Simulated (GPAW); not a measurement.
# A GW chain in GPAW: Mg2H2O3 (P-3m1)

Aim: the G0W0 gap of Mg2H2O3 (P-3m1) on LDA, step by step.

Calculated with GPAW 26.7.0; LDA and many-body steps on it, plane waves.

## 1. The starting structure

It takes space group P-3m1 (No. 164, trigonal). Conventional cell: a = 3.085 Å, b = 3.085 Å, c = 7.710 Å, α = 90.00°, β = 90.00°, γ = 120.00°. Nearest to Mg lie 6 O at 2.10 to 2.17 Å. H has 1 O at 0.99 Å nearest. O has 1 H at 0.99 Å and 3 Mg at 2.10 Å nearest. Nearest to O lie 6 Mg at 2.17 Å. Farther neighbours and most contacts between anions are not listed.

The cell and positions come from the Crystallography Open Database and are kept as given unless a step says otherwise.

## 2. Ground state

This step: GPAW 26.7.0; DFT, LDA, plane waves, PAW.

The ground-state density comes first.

File run.py:

```python
import json
import numpy as np
from gpaw.mpi import world
from ase import Atoms
from gpaw import GPAW, PW, FermiDirac

atoms = Atoms(['Mg', 'Mg', 'H', 'H', 'O', 'O', 'O'],
    cell=[[3.0850000000, 0.0000000000, 0.0000000000],
      [-1.5425000000, 2.6716883707, 0.0000000000],
      [0.0000000000, 0.0000000000, 7.7100000000]],
    scaled_positions=[[0.6666666667, 0.3333333333, 0.8399000000],
      [0.3333333333, 0.6666666667, 0.1601000000],
      [0.3333333333, 0.6666666667, 0.5666000000],
      [0.6666666667, 0.3333333333, 0.4334000000],
      [0.3333333333, 0.6666666667, 0.6949000000],
      [0.6666666667, 0.3333333333, 0.3051000000],
      [0.0000000000, 0.0000000000, 0.0000000000]],
    pbc=(True, True, True))
calc = GPAW(mode=PW(600),
    xc='LDA',
    kpts={'size': (9, 9, 4), 'gamma': True},
    occupations=FermiDirac(0.001),
    nbands=-9,
    convergence={'density': 1e-6, 'bands': -3},
    maxiter=100,
    txt='gs.txt')
atoms.calc = calc
res = {'energy': atoms.get_potential_energy()}
kpts = calc.get_ibz_k_points()
res['kpts'] = kpts
res['eigenvalues'] = [calc.get_eigenvalues(kpt=k) for k in range(len(kpts))]
res['n_electrons'] = calc.get_number_of_electrons()
calc.write('gs.gpw')

if world.rank == 0:
    with open('result.json', 'w') as f:
        json.dump(res, f, default=lambda x: x.tolist())
```

Command:

```bash
mpirun -n 4 gpaw python run.py
```

Output:

```text
__  _  _
 | _ |_)|_||  |
 |__||  | ||/\| - 26.7.0

Input parameters:
  mode=PW(ecut=600.0),
  convergence={'density': 1e-06, 'bands': -3},
  kpts=MonkhorstPack(size=(9, 9, 4), gamma=True),
  maxiter=100,
  nbands=-9,
  occupations=Occupations(name='fermi-dirac', width=0.001, fixmagmom=False),
  xc=XC(name='LDA')
  [... matrices ...]
Diagonalizing LCAO Hamiltonian
Converting LCAO to pw mode

            Mg
         O
         H

            H

         Mg O

       O

Atoms  # Å, Bohr magnetons
|   | symbol |         x |        y |        z |    initial magnetic moments |
| 0 |     Mg |  1.542500 | 0.890563 | 6.475629 | ( 0.0000,  0.0000,  0.0000) |
| 1 |     Mg | -0.000000 | 1.781126 | 1.234371 | ( 0.0000,  0.0000,  0.0000) |
| 2 |      H | -0.000000 | 1.781126 | 4.368486 | ( 0.0000,  0.0000,  0.0000) |
| 3 |      H |  1.542500 | 0.890563 | 3.341514 | ( 0.0000,  0.0000,  0.0000) |
| 4 |      O | -0.000000 | 1.781126 | 5.357679 | ( 0.0000,  0.0000,  0.0000) |
| 5 |      O |  1.542500 | 0.890563 | 2.352321 | ( 0.0000,  0.0000,  0.0000) |
| 6 |      O |  0.000000 | 0.000000 | 0.000000 | ( 0.0000,  0.0000,  0.0000) |

Unit cell  # Å
| periodic |         x |        y |        z |  lengths |     angles |
|      yes |  3.085000 | 0.000000 | 0.000000 | 3.085000 |  90.000000 |
|      yes | -1.542500 | 2.671688 | 0.000000 | 3.085000 |  90.000000 |
|      yes |  0.000000 | 0.000000 | 7.710000 | 7.710000 | 120.000000 |

Number of symmetries: 12
Symmetry operations  # r_c * U_cc + t_c -> r_c
|    | kind |            matrix            |
|  0 |  σ   |  1, 1, 0,  0,-1, 0,  0, 0, 1 |
|  1 |  S6  |  1, 1, 0, -1, 0, 0,  0, 0,-1 |
|  2 |  E   |  1, 0, 0,  0, 1, 0,  0, 0, 1 |
|  3 |  C2  |  1, 0, 0, -1,-1, 0,  0, 0,-1 |
|  4 |  C2  |  0, 1, 0,  1, 0, 0,  0, 0,-1 |
|  5 |  C3  |  0, 1, 0, -1,-1, 0,  0, 0, 1 |
|  6 |  S6  |  0,-1, 0,  1, 1, 0,  0, 0,-1 |
|  7 |  σ   |  0,-1, 0, -1, 0, 0,  0, 0, 1 |
|  8 |  σ   | -1, 0, 0,  1, 1, 0,  0, 0, 1 |
|  9 |  i   | -1, 0, 0,  0,-1, 0,  0, 0,-1 |
| 10 |  C3  | -1,-1, 0,  1, 0, 0,  0, 0, 1 |
| 11 |  C2  | -1,-1, 0,  0, 1, 0,  0, 0,-1 |

BZ-sampling:
  Number of BZ points: 324
  Number of IBZ points: 43

  Monkhorst-Pack size: [9, 9, 4]
  Monkhorst-Pack shift: [0.0, 0.0, 0.125]

K-points  # in reciprocal-cell coordinates
|     |                                coordinates |     weight |
|   0 | (  0.00000000,   0.00000000,   0.00000000) | 0.00308642 |
|   1 | (  0.00000000,   0.00000000,   0.25000000) | 0.00617284 |
|   2 | (  0.00000000,   0.00000000,   0.50000000) | 0.00308642 |
|   3 | (  0.11111111,   0.00000000,  -0.25000000) | 0.01851852 |
|   4 | (  0.11111111,   0.00000000,   0.00000000) | 0.01851852 |
|   5 | (  0.11111111,   0.00000000,   0.25000000) | 0.01851852 |
|   6 | (  0.11111111,   0.00000000,   0.50000000) | 0.01851852 |
|   7 | (  0.22222222,  -0.11111111,   0.00000000) | 0.01851852 |
|   8 | (  0.22222222,  -0.11111111,   0.25000000) | 0.03703704 |
|   9 | (  0.22222222,  -0.11111111,   0.50000000) | 0.01851852 |
| ... |                                            |            |
|  42 | (  0.44444444,   0.44444444,   0.50000000) | 0.01851852 |

Plane wave coefficients: 2142
Cutoff: 600.0 eV

Spin-components: 1 (collinear spins)
Bands:           29
Projectors:      31
Spin-degeneracy: 2
Datatype:        complex128

  Storage: CPU
  Wave functions: 42_038_864 bytes (10_509_716 per core)
  Projectors: 42_038_864 bytes (10_509_716 per core)
  [... matrices ...]
Parallelization:
  kpt:    4
  domain: 1
  band:   1

Density:
  Valence electrons: 40.0
  Components: 1
  Grid points: [18 18 45]
  Charge: 0.0  # |e|

Potential:
  Grid points: [18 18 45]

species:
  Mg:
    name:    Magnesium
    Z:       12.0
    valence: 10
    core:    2
    charge:  0.0  # [|e|]
    compensation charges:
      type: gauss
      rc: 0.33  # [Å]
      lmax: 2
    cutoffs:
      filter: 1.86  # [Å]
      core: 0.54  # [Å]
    projectors
    | kind |    occ | energy [eV] | rcut [Å] |
    |   2s |  2.000 |     -79.291 |    1.090 |
    |   3s |  2.000 |      -4.782 |    1.090 |
    |   2p |  6.000 |     -46.725 |    1.085 |
    |   3p |  0.000 |      -1.374 |    1.085 |
    |    d |        |       0.000 |    1.037 |

    Using partial waves for Mg as LCAO basis

  H:
    name:    Hydrogen
    Z:       1.0
    valence: 1
    core:    0
    charge:  0.0  # [|e|]
    compensation charges:
      type: gauss
      rc: 0.15  # [Å]
      lmax: 2
    cutoffs:
      filter: 0.85  # [Å]
      core: 0.53  # [Å]
    projectors
    | kind |    occ | energy [eV] | rcut [Å] |
    |   1s |  1.000 |      -6.353 |    0.476 |
    |    s |        |      20.858 |    0.476 |
    |    p |        |       0.000 |    0.476 |

    Using partial waves for H as LCAO basis

  O:
    name:    Oxygen
    Z:       8.0
    valence: 6
    core:    2
    charge:  0.0  # [|e|]
    compensation charges:
      type: gauss
      rc: 0.21  # [Å]
      lmax: 2
    cutoffs:
      filter: 1.17  # [Å]
      core: 0.83  # [Å]
    projectors
    | kind |    occ | energy [eV] | rcut [Å] |
    |   2s |  2.000 |     -23.752 |    0.688 |
    |   2p |  4.000 |      -9.195 |    0.598 |
    |    s |        |       3.459 |    0.688 |
    |    p |        |      18.016 |    0.598 |
    |    d |        |       0.000 |    0.619 |

    Using partial waves for O as LCAO basis

Reference energy: -16962.442155  # eV

eigensolver:
  PPCG
  Converge bands: -3
  niter=2

density mixing:
  MSR1-Mixer
  Pratt-step length: 0.05
  Maximum mixing coefficient: 0.75
  Old densities: 10
  SVD Regularization: 0.005
  Good broyden scale: 1.0
  Trust region scale: 1.0
  Backstep threshold: 4.0
  History deletion threshold: 6.0
  Fourier metric: weight=20.0, sigma=0.015

occupation numbers:
  Fermi-Dirac:
    width: 0.0010  # eV

poisson solver:
  ecut: 4800.0  # eV

xc functional:
  name: None

Initialization done in: 1.780 s

convergence criteria:
- Maximum integral of absolute [dens]ity change: 1e-06 electrons / valence electron
- Maximum [total energy] change in last 3 cyles: 0.0005 eV / valence electron
- Maximum integral of absolute [eigenst]ate change: 4e-08 eV^2 / valence electron
maximum number of iterations: 100

SCF iterations
|iter     |     time |      energy | eigst |  dens |
|iter:   1|  |  -47.346173 | +0.81 |       |
|iter:   2|  |  -46.145866 | -0.48 | -0.90 |
|iter:   3|  |  -42.795606 | -0.55 | -0.95 |
|iter:   4|  |  -42.744470 | -2.28 | -1.51 |
|iter:   5|  |  -42.730253 | -2.71 | -1.80 |
|iter:   6|  |  -42.729623c| -3.71 | -2.74 |
|iter:   7|  |  -42.729627c| -5.53 | -3.11 |
|iter:   8|  |  -42.729632c| -6.40 | -3.44 |
|iter:   9|  |  -42.729632c| -7.89c| -4.49 |
|iter:  10|  |  -42.729632c| -7.43c| -5.08 |
|iter:  11|  |  -42.729632c| -8.87c| -5.84 |
|iter:  12|  |  -42.729632c| -9.55c| -6.43c|

Converged in 12 steps
SCF loop duration: 14.136 s (1.178 s/step)
Energy contributions relative to reference atoms: (reference = -16962.442155)
  [... matrices ...]
Energy contributions:
  Kinetic:          26.934356
  Coulomb:         -27.529081
  Zero:              0.264197
  External:          0.000000
  Xc:              -42.399104
  Entropy:          -0.000000
  Spinorbit:         0.000000
  ----------------------------
  Free energy:     -42.729632
  Extrapolated:    -42.729632

dipole moment: (-4.317483, -7.478100, -21.580419)  # |e|*Ang

Fermi level: 1.948
Eigenvalues  # (at kpt = [0.000, 0.000, 0.000])
| band index |      eig [eV] | occ [0-2] |
|          0 |       -69.797 |     2.000 |
|        ... |               |           |
|         12 |        -3.790 |     2.000 |
|         13 |         0.464 |     2.000 |
|         14 |         1.244 |     2.000 |
|         15 |         1.244 |     2.000 |
|         16 |         1.368 |     2.000 |
|         17 |         1.368 |     2.000 |
|         18 |         1.774 |     2.000 |
|         19 |         1.774 |     2.000 |
|         20 |         5.244 |     0.000 |
[...]
|         24 |        13.183 |     0.000 |
|         25 |        16.307 |     0.000 |
|         26 |        17.138 |     0.000 |
|         27 |        17.138 |     0.000 |
|         28 |        18.549 |     0.000 |

Gap: 3.470 eV
Transition (v -> c):
  (s=0, k=0, n=19, [0.00, 0.00, 0.00]) -> (s=0, k=0, n=20, [0.00, 0.00, 0.00])
No difference between direct/indirect transitions
# Writing to gs.gpw (mode='')
  [... matrices ...]
```

The job ended after 18 s (4 MPI ranks of Arm Neoverse V1, shared host; peak memory 0.75 GiB; 70 s of CPU time).

Numbers from this step:

```yaml
total_energy: -42.73 eV
gap: 3.470 eV
k_of_the_valence_top: 0, 0, 0
k_of_the_conduction_bottom: 0, 0, 0
least_direct_gap: 3.470 eV
```

The gap is direct, at Γ.

## 3. Bands along the symmetry lines

The cheap functional maps the bands first; the places of the edges decide which points the dearer methods must see.

File run.py:

```python
import json
import numpy as np
from gpaw.mpi import world
from gpaw import GPAW

path = [[0.000000, 0.000000, 0.000000],
    [0.062500, 0.000000, 0.000000],
    [0.125000, 0.000000, 0.000000],
    [0.187500, 0.000000, 0.000000],
    [0.250000, 0.000000, 0.000000],
    [0.312500, 0.000000, 0.000000],
    [0.375000, 0.000000, 0.000000],
    [0.437500, 0.000000, 0.000000],
    [0.500000, 0.000000, 0.000000],
    [0.479167, 0.041667, 0.000000],
    [0.458333, 0.083333, 0.000000],
    [0.437500, 0.125000, 0.000000],
    [0.416667, 0.166667, 0.000000],
    [0.395833, 0.208333, 0.000000],
    [0.375000, 0.250000, 0.000000],
    [0.354167, 0.291667, 0.000000],
    [0.333333, 0.333333, 0.000000],
    [0.291667, 0.291667, 0.000000],
    [0.250000, 0.250000, 0.000000],
    [0.208333, 0.208333, 0.000000],
    [0.166667, 0.166667, 0.000000],
    [0.125000, 0.125000, 0.000000],
    [0.083333, 0.083333, 0.000000],
    [0.041667, 0.041667, 0.000000],
    [0.000000, 0.000000, 0.000000],
    [0.000000, 0.000000, 0.062500],
    [0.000000, 0.000000, 0.125000],
    [0.000000, 0.000000, 0.187500],
    [0.000000, 0.000000, 0.250000],
    [0.000000, 0.000000, 0.312500],
    [0.000000, 0.000000, 0.375000],
    [0.000000, 0.000000, 0.437500],
    [0.000000, 0.000000, 0.500000],
    [0.062500, 0.000000, 0.500000],
    [0.125000, 0.000000, 0.500000],
    [0.187500, 0.000000, 0.500000],
    [0.250000, 0.000000, 0.500000],
    [0.312500, 0.000000, 0.500000],
    [0.375000, 0.000000, 0.500000],
    [0.437500, 0.000000, 0.500000],
    [0.500000, 0.000000, 0.500000],
    [0.479167, 0.041667, 0.500000],
    [0.458333, 0.083333, 0.500000],
    [0.437500, 0.125000, 0.500000],
    [0.416667, 0.166667, 0.500000],
    [0.395833, 0.208333, 0.500000],
    [0.375000, 0.250000, 0.500000],
    [0.354167, 0.291667, 0.500000],
    [0.333333, 0.333333, 0.500000],
    [0.291667, 0.291667, 0.500000],
    [0.250000, 0.250000, 0.500000],
    [0.208333, 0.208333, 0.500000],
    [0.166667, 0.166667, 0.500000],
    [0.125000, 0.125000, 0.500000],
    [0.083333, 0.083333, 0.500000],
    [0.041667, 0.041667, 0.500000],
    [0.000000, 0.000000, 0.500000],
    [0.500000, 0.000000, 0.500000],
    [0.500000, 0.000000, 0.437500],
    [0.500000, 0.000000, 0.375000],
    [0.500000, 0.000000, 0.312500],
    [0.500000, 0.000000, 0.250000],
    [0.500000, 0.000000, 0.187500],
    [0.500000, 0.000000, 0.125000],
    [0.500000, 0.000000, 0.062500],
    [0.500000, 0.000000, 0.000000],
    [0.333333, 0.333333, 0.500000],
    [0.333333, 0.333333, 0.437500],
    [0.333333, 0.333333, 0.375000],
    [0.333333, 0.333333, 0.312500],
    [0.333333, 0.333333, 0.250000],
    [0.333333, 0.333333, 0.187500],
    [0.333333, 0.333333, 0.125000],
    [0.333333, 0.333333, 0.062500],
    [0.333333, 0.333333, 0.000000]]
calc = GPAW('gs.gpw').fixed_density(kpts=path,
    symmetry='off',
    nbands=30,
    convergence={'bands': 26},
    txt='bands.txt')
res = {}
kpts = calc.get_ibz_k_points()
res['kpts'] = kpts
res['eigenvalues'] = [calc.get_eigenvalues(kpt=k) for k in range(len(kpts))]
res['n_electrons'] = calc.get_number_of_electrons()

if world.rank == 0:
    with open('result.json', 'w') as f:
        json.dump(res, f, default=lambda x: x.tolist())
```

Command:

```bash
mpirun -n 4 gpaw python run.py
```

Output:

```text
Diagonalizing LCAO Hamiltonian
Converting LCAO to pw mode
convergence criteria:
- Maximum integral of absolute [eigenst]ate change: 4e-08 eV^2 / valence electron
maximum number of iterations: 100

SCF iterations
|iter     |     time |      energy | eigst |  dens |
|iter:   1|  |             | +0.92 |       |
|iter:   2|  |             | -0.30 |       |
|iter:   3|  |             | -1.58 |       |
[...]
|iter:   7|  |             | -6.06 |       |
|iter:   8|  |             | -6.98 |       |
|iter:   9|  |             | -7.80c|       |
SCF steps: 9
  __  _  _
 | _ |_)|_||  |
 |__||  | ||/\| - 26.7.0

Input parameters:
  mode=PW(ecut=600.0),
  convergence={'bands': 26},
  gpts=array([18, 18, 45]),
  kpts=KPoints(kpts=array([[0.      , 0.      , 0.      ],
         [0.0625  , 0.      , 0.      ],
         [0.125   , 0.      , 0.      ],
         [0.1875  , 0.      , 0.      ],
[...]
[0.479167, 0.041667, 0.      ],
         [0.458333, 0.083333, 0.      ],
[...]
[0.416667, 0.166667, 0.      ],
[...]
[0.5     , 0.      , 0.0625  ],
         [0.5     , 0.      , 0.      ],
[...]
[0.333333, 0.333333, 0.125   ],
         [0.333333, 0.333333, 0.0625  ],
         [0.333333, 0.333333, 0.      ]])),
  maxiter=100,
  nbands=30,
  occupations=Occupations(name='fermi-dirac', width=0.001, fixmagmom=False),
  parallel={},
  symmetry=Symmetry(point_group=False, time_reversal=False),
  xc=XC(name='LDA')
```

Elapsed: 21 s, on 4 MPI ranks; peak memory 0.85 GiB; 84 s of CPU time.

Numbers from this step:

| Property | Result |
| --- | --- |
| gap | 3.470 eV |
| k of the valence top | 0, 0, 0 |
| k of the conduction bottom | 0, 0, 0 |
| least direct gap | 3.470 eV |

The gap is 3.470 eV, as in the run before at this level.

The electronic bands at the labelled points (eV, zero at the top of the highest filled band):

| point | band 17 | band 18 | band 19 | band 20 | band 21 | band 22 | band 23 | band 24 |
| --- | --- | --- | --- | --- | --- | --- | --- | --- |
| Γ | -0.41 | -0.41 | 0.00 | 0.00 | 3.47 | 6.48 | 8.19 | 10.16 |
| halfway | -0.89 | -0.87 | -0.58 | -0.29 | 5.22 | 7.98 | 9.80 | 10.13 |
| M | -1.19 | -0.91 | -0.78 | -0.56 | 7.26 | 7.69 | 8.69 | 10.20 |
| halfway | -1.75 | -1.44 | -1.03 | -0.62 | 7.54 | 7.97 | 9.49 | 10.61 |
| K | -2.31 | -1.70 | -1.70 | -0.57 | 8.12 | 8.12 | 9.92 | 10.89 |
| halfway | -1.22 | -0.83 | -0.73 | -0.52 | 5.60 | 8.43 | 9.92 | 10.30 |
| Γ | -0.41 | -0.41 | 0.00 | 0.00 | 3.47 | 6.48 | 8.19 | 10.16 |
| halfway | -0.37 | -0.37 | -0.02 | -0.02 | 3.82 | 6.08 | 8.18 | 10.33 |
| A | -0.34 | -0.34 | -0.03 | -0.03 | 4.30 | 5.55 | 8.16 | 10.51 |
| halfway | -0.85 | -0.78 | -0.66 | -0.25 | 5.34 | 7.37 | 9.91 | 10.91 |
| L | -1.11 | -0.94 | -0.87 | -0.48 | 6.68 | 8.10 | 9.18 | 10.75 |
| halfway | -1.64 | -1.52 | -1.03 | -0.74 | 7.24 | 8.32 | 9.99 | 10.88 |
| H | -2.00 | -1.91 | -1.91 | -0.71 | 8.27 | 8.27 | 10.00 | 10.91 |
| halfway | -1.15 | -0.76 | -0.73 | -0.59 | 5.65 | 7.84 | 10.31 | 11.13 |
| A | -0.34 | -0.34 | -0.03 | -0.03 | 4.30 | 5.55 | 8.16 | 10.51 |
| jump to L | -1.11 | -0.94 | -0.87 | -0.48 | 6.68 | 8.10 | 9.18 | 10.75 |
| halfway | -1.16 | -0.89 | -0.86 | -0.51 | 6.92 | 7.91 | 8.96 | 10.41 |
| M | -1.19 | -0.91 | -0.78 | -0.56 | 7.26 | 7.69 | 8.69 | 10.20 |
| jump to H | -2.00 | -1.91 | -1.91 | -0.71 | 8.27 | 8.27 | 10.00 | 10.91 |
| halfway | -2.14 | -1.79 | -1.79 | -0.64 | 8.19 | 8.19 | 9.96 | 10.90 |
| K | -2.31 | -1.70 | -1.70 | -0.57 | 8.12 | 8.12 | 9.92 | 10.89 |

## 4. Empty states on the mesh, 3×3×2 mesh, 418 bands

The sums over transitions need many empty states on a uniform mesh; this step solves for them.

File run.py:

```python
import json
import numpy as np
from gpaw.mpi import world
from gpaw import GPAW

calc = GPAW('gs.gpw').fixed_density(kpts={'size': (3, 3, 2), 'gamma': True},
    parallel={'domain': 1, 'band': 1},
    txt='nscf.txt')
calc.diagonalize_full_hamiltonian(nbands=418)
calc.write('full.gpw', mode='all')
res = {}
kpts = calc.get_ibz_k_points()
res['kpts'] = kpts
res['eigenvalues'] = [calc.get_eigenvalues(kpt=k) for k in range(len(kpts))]
res['n_electrons'] = calc.get_number_of_electrons()

if world.rank == 0:
    with open('result.json', 'w') as f:
        json.dump(res, f, default=lambda x: x.tolist())
```

Command:

```bash
mpirun -n 4 gpaw python run.py
```

Output:

```text
Diagonalizing LCAO Hamiltonian
Converting LCAO to pw mode
convergence criteria:
- Maximum integral of absolute [eigenst]ate change: 4e-08 eV^2 / valence electron
maximum number of iterations: 100

SCF iterations
|iter     |     time |      energy | eigst |  dens |
|iter:   1|  |             | +0.92 |       |
|iter:   2|  |             | -0.25 |       |
|iter:   3|  |             | -1.55 |       |
|iter:   4|  |             | -3.15 |       |
|iter:   5|  |             | -4.02 |       |
|iter:   6|  |             | -5.56 |       |
|iter:   7|  |             | -6.50 |       |
|iter:   8|  |             | -7.82c|       |
SCF steps: 8
  __  _  _
 | _ |_)|_||  |
 |__||  | ||/\| - 26.7.0

Input parameters:
  mode=PW(ecut=600.0),
  convergence={'density': 1e-06, 'bands': -3},
  gpts=array([18, 18, 45]),
  kpts=MonkhorstPack(size=(3, 3, 2), gamma=True),
  maxiter=100,
  nbands=29,
  occupations=Occupations(name='fermi-dirac', width=0.001, fixmagmom=False),
  parallel={'domain': 1, 'band': 1},
  xc=XC(name='LDA')
Matrix size: 2107x2107
# Writing to full.gpw (mode='all')
  [... matrices ...]

timing:  # [seconds]
  Total: 20.309  # ━━━━━━━━━━━━━━━━━━━━━━━━━━━━━━━━━━━━━━━━━━━━━━━━━━━━━━━━━━
```

Wall time 25 s (4 MPI ranks); peak memory 1.9 GiB.

This step gave:

```yaml
gap: 3.470 eV
k_of_the_valence_top: 0, 0, 0
k_of_the_conduction_bottom: 0, 0, 0
least_direct_gap: 3.470 eV
k_points_computed: 6
lowest_point_of_the_top_converged_band_above_the_valence_top: 185.4174 eV
```

On this mesh the gap is 3.470 eV.

(Continued in part 2 of 2.)

[Paths, hosts, dates, memory and timing lines, banners, echoed tables and standing remarks are left out of the program output.]

[Logs are printed without paths, hosts, clocks, repeated set-up lines and the standing remarks that a program may print on its own settings, such as how far it seeks lower states.]

[Runs of the session that timed out or met a known fault of the program may be left out.]

[Hosts, paths, dates, database ids (printed as entryN), source tags and the programs' standing remarks are cut or masked in the printed files.]
